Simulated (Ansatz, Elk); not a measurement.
# Bonding as seen by X-rays: Sc6S

The structure of Sc6S used here is made up (a known structure type with other elements) and was relaxed beforehand with PBE. The aim is the Fourier transform of its all-electron density, F(hkl), set beside the sum over free spherical atoms that refinements use.

Calculated with Elk 11.2.3 (patched build); DFT, PBE, all-electron APW+lo, Dirac cores, scalar-relativistic bands, static density, no spin.

This account leaves out most program logs.

The structure was built from a prototype and need not be the compound's stable phase.

## Step 1: Set-up

Symmetry: P-31m, No. 162, trigonal system. The conventional cell has a = 5.911 Å, b = 5.911 Å, c = 5.468 Å, α = 90.00°, β = 90.00°, γ = 120.00°. Nearest to Sc lie 1 S at 2.49 Å. S has 6 Sc at 2.49 Å nearest. Farther neighbours and most contacts between anions are not listed.

Structure file:

```cif
data_structure
_symmetry_space_group_name_H-M 'P-31m'
_symmetry_Int_Tables_number 162
_cell_length_a 5.9107
_cell_length_b 5.9107
_cell_length_c 5.4679
_cell_angle_alpha 90.000
_cell_angle_beta 90.000
_cell_angle_gamma 120.000
_cell_volume 165.43
loop_
_atom_site_label
_atom_site_type_symbol
_atom_site_symmetry_multiplicity
_atom_site_Wyckoff_symbol
_atom_site_fract_x
_atom_site_fract_y
_atom_site_fract_z
_atom_site_occupancy
Sc1 Sc 6 k 0.34809 0.34809 0.74419 1
S1 S 1 a 0.00000 0.00000 0.00000 1
```

## Step 2: Ground state and structure factors

An all-electron density is needed, since X-rays see the cores too. Task 0 finds the density and task 195 Fourier-transforms it; tshift is off so that phases refer to the origin typed.

Contents of elk.in:

```
tasks
  0
  195

xctype
  20

spinpol
  .false.

rgkmax
  7.0

gmaxvr
  14.0

lmaxo
  7

lmaxapw
  8

swidth
  0.002

tshift
  .false.

ramdisk
  .false.

hmaxvr
  5.5

maxscl
  120

epspot
  1e-06

sppath
  './'

avec
  11.16953325994 0.00000000000 0.00000000000
  -5.58476662997 9.67309955152 -0.00000000000
  0.00000000000 0.00000000000 10.33274199292

atoms
  2
  'Sc.in'
  6
  0.3480925830 0.3480925830 0.7441938740   0.000000 0.000000 0.000000
  0.6519074170 0.0000000000 0.7441938740   0.000000 0.000000 0.000000
  -0.0000000000 0.6519074170 0.7441938740   0.000000 0.000000 0.000000
  0.6519074170 0.6519074170 0.2558061260   0.000000 0.000000 0.000000
  -0.0000000000 0.3480925830 0.2558061260   0.000000 0.000000 0.000000
  0.3480925830 0.0000000000 0.2558061260   0.000000 0.000000 0.000000
  'S.in'
  1
  0.0000000000 0.0000000000 -0.0000000000   0.000000 0.000000 0.000000

ngridk
  5 5 4
```

Launch:

```
> OMP_NUM_THREADS=4 elk
```

Elapsed: 42 s, on 4 threads of AMD EPYC 7B13 (Zen 3), shared host; peak memory 0.27 GiB.

SFACRHO.OUT:

```text

h k l indices transformed by vhmat matrix:
   1.000000000       0.000000000       0.000000000    
   0.000000000       1.000000000       0.000000000    
   0.000000000       0.000000000       1.000000000    

      h      k      l  multipl.   |H|            Re(F)            Im(F)           |F|

      0      0      0      1   0.0000000       142.00000      0.92994631E-16   142.00000    
      0      0     -1      2  0.60808499       10.395224      0.19891931E-14   10.395224    
     -1      0      0      6  0.64955243       8.5433069      0.78334882E-14   8.5433069    
     -1      0     -1     12  0.88976722       13.461872      0.39591842E-14   13.461872    
     -1     -1      0      6   1.1250578      -35.348987     -0.11548104E-13   35.348987    
      0      0     -2      2   1.2161700      -81.115584      0.39279620E-13   81.115584    
     -1      2      1      6   1.2788755       91.545848      0.24243557E-13   91.545848    
     -1     -1     -1      6   1.2788755      -65.428839      0.19968865E-14   65.428839    
      2      0      0      6   1.2991049       21.426427     -0.11669230E-13   21.426427    
     -1      0      2     12   1.3787631       15.534181     -0.77199401E-14   15.534181    
      2      0      1     12   1.4343782       10.398821     -0.14548414E-13   10.398821    
     -2      1     -2      6   1.6567512       45.663484     -0.38117184E-14   45.663484    
      1      1      2      6   1.6567512       55.920286     -0.19387086E-14   55.920286    
     -1     -2      0     12   1.7185542       11.091233     -0.15439782E-13   11.091233    
      0      2     -2     12   1.7795344      0.59745145      0.74632463E-14  0.59745145    
     -1      3     -1     12   1.8229635       19.847353     -0.77641875E-14   19.847353    
      3     -1      1     12   1.8229635      -1.2084286     -0.11645606E-13   1.2084286    
      0      0     -3      2   1.8242550       17.917414     -0.37893913E-14   17.917414
```

Elk indexes on the primitive cell of elk.in and gives |H| = 4π sin θ/λ in inverse bohr. Below, one row stands for each form hkl of the conventional cell (m members, Friedel mates merged), F is for one primitive cell and the density is static (no thermal factor). Free-atom factors are Waasmaier and Kirfel's, and R is Σm||F|−|F'||/Σm|F|.

| hkl | m | sin θ/λ (Å⁻¹) | abs F, DFT | neutral atoms | diff. |
| --- | --- | --- | --- | --- | --- |
| 001 | 2 | 0.091 | 10.395 | 10.351 | +0.044 |
| 100 | 6 | 0.098 | 8.543 | 8.492 | +0.051 |
| 101 | 12 | 0.134 | 13.462 | 13.296 | +0.166 |
| 110 | 6 | 0.169 | 35.349 | 35.769 | -0.420 |
| 002 | 2 | 0.183 | 81.116 | 81.988 | -0.873 |
| 2 -1 1 | 6 | 0.192 | 91.546 | 92.041 | -0.495 |
| 111 | 6 | 0.192 | 65.429 | 66.071 | -0.642 |
| 200 | 6 | 0.195 | 21.426 | 21.513 | -0.086 |
| 102 | 12 | 0.207 | 15.534 | 15.562 | -0.028 |
| 201 | 12 | 0.216 | 10.399 | 10.344 | +0.055 |
| 2 -1 2 | 6 | 0.249 | 45.663 | 45.598 | +0.066 |
| 112 | 6 | 0.249 | 55.920 | 55.926 | -0.006 |
| 210 | 12 | 0.258 | 11.091 | 11.157 | -0.066 |
| 202 | 12 | 0.268 | 0.598 | 0.684 | -0.086 |
| 211 | 12 | 0.274 | 19.847 | 19.930 | -0.083 |
| 3 -1 1 | 12 | 0.274 | 1.208 | 1.098 | +0.110 |
| 003 | 2 | 0.274 | 17.917 | 18.035 | -0.117 |
| 103 | 12 | 0.291 | 8.610 | 8.745 | -0.135 |
| 300 | 6 | 0.293 | 82.853 | 82.807 | +0.046 |
| 301 | 12 | 0.307 | 6.246 | 6.322 | -0.075 |
| 3 -1 2 | 12 | 0.317 | 8.251 | 8.260 | -0.009 |
| 212 | 12 | 0.317 | 6.758 | 6.851 | -0.093 |

## Step 3: The highest occupied states alone

An energy window below the Fermi level keeps the highest occupied states, to see at which angles they scatter; shallow core shells can lie inside it and anion s states outside. No new self-consistency is needed.

elk.in, as its differences from that of step 2:

```diff
@@ -1,3 +1,2 @@
 tasks
-  0
   195
@@ -40,2 +39,5 @@
 
+wsfac
+  -0.344700 0.506540
+
 sppath
```

Launch:

```
> OMP_NUM_THREADS=4 elk
```

Elapsed: 14 s, on 4 threads; peak memory 0.18 GiB.

States within 15 eV below the Fermi level hold 24.00 electrons; any levels below the window count with the cores. Their amplitudes can exceed the total, where window and core parts have opposite phase:

| hkl | sin θ/λ (Å⁻¹) | abs F, window | abs F, all |
| --- | --- | --- | --- |
| 001 | 0.091 | 4.210 | 10.395 |
| 100 | 0.098 | 3.968 | 8.543 |
| 101 | 0.134 | 3.514 | 13.462 |
| 110 | 0.169 | 1.365 | 35.349 |
| 002 | 0.183 | 0.447 | 81.116 |
| 2 -1 1 | 0.192 | 3.332 | 91.546 |
| 111 | 0.192 | 0.606 | 65.429 |
| 200 | 0.195 | 1.967 | 21.426 |
| 102 | 0.207 | 1.613 | 15.534 |
| 201 | 0.216 | 1.409 | 10.399 |

## Step 4: Another functional

The difference from free atoms is small, so it is set against the change that LDA (Perdew-Wang) makes.

elk.in, as its differences from that of step 3:

```diff
@@ -1,2 +1,3 @@
 tasks
+  0
   195
@@ -4,3 +5,3 @@
 xctype
-  20
+  3
 
@@ -39,5 +40,2 @@
 
-wsfac
-  -0.344700 0.506540
-
 sppath
```

Launch:

```
> OMP_NUM_THREADS=4 elk
```

Wall time 26 s (4 threads); peak memory 0.22 GiB.

Against the first run R = 0.07 %; the largest change is -0.080 at 2 -1 3.

## Step 5: A coarser k-mesh

About half the k-points along each axis test the sampling.

elk.in, as its differences from that of step 4:

```diff
@@ -5,3 +5,3 @@
 xctype
-  3
+  20
 
@@ -63,2 +63,2 @@
 ngridk
-  5 5 4
+  2 2 2
```

Launch:

```
> OMP_NUM_THREADS=4 elk
```

Run time: 24 s. Hardware: 4 threads; peak memory 0.26 GiB.

Against the first run R = 0.04 %; the largest change is -0.052 at 004.

## Step 6: Settings against the effect

| run | R against the first run (%) | R against neutral atoms, low angle (%) | wall time |
| --- | --- | --- | --- |
| PBE, rgkmax 7 | 0.00 | 0.60 | 42 s |
| LDA (Perdew-Wang) | 0.07 | 0.56 | 26 s |
| k-mesh 2×2×2 | 0.04 | 0.61 | 24 s |

## Step 7: Outcome

```json
{
  "R against neutral atoms, sin θ/λ < 0.3 Å⁻¹": "0.60 %",
  "R against neutral atoms, 0.3 to 0.64 Å⁻¹": "0.24 %"
}
```

In words: Independent neutral atoms miss the calculated amplitudes by R = 0.60 % below 0.3 Å⁻¹ and 0.24 % from there to 0.64 Å⁻¹; by shells, 1.02 % below 0.15 Å⁻¹ (3 forms), 0.57 % 0.15 to 0.3 (16 forms), 0.32 % 0.3 to 0.45 (38 forms), 0.21 % above 0.45 (92 forms). Bonding, aspherical density and the tables' own atoms all enter these figures, and the runs don't part them. The largest change of an amplitude is -0.87 electrons, at 002. The window's part falls from 24.0 electrons at the origin to at most 0.44 between 0.45 and 0.64 Å⁻¹. Below 0.3 Å⁻¹ the changes that finished (LDA (Perdew-Wang) and k-mesh 2×2×2) move F by R = 0.06 % at most, against the 0.60 % that separates it from free atoms. The basis has no finished test. Part of the difference isn't bonding: the tables are fits to free atoms and ions calculated by other methods than this functional. Thermal motion, anomalous dispersion and extinction are left out.

[Logs are printed without paths, hosts, clocks, repeated set-up lines and the standing remarks that a program may print on its own settings, such as how far it seeks lower states.]

[Hosts, paths, dates, database ids (printed as entryN), source tags and the programs' standing remarks are cut or masked in the printed files.]
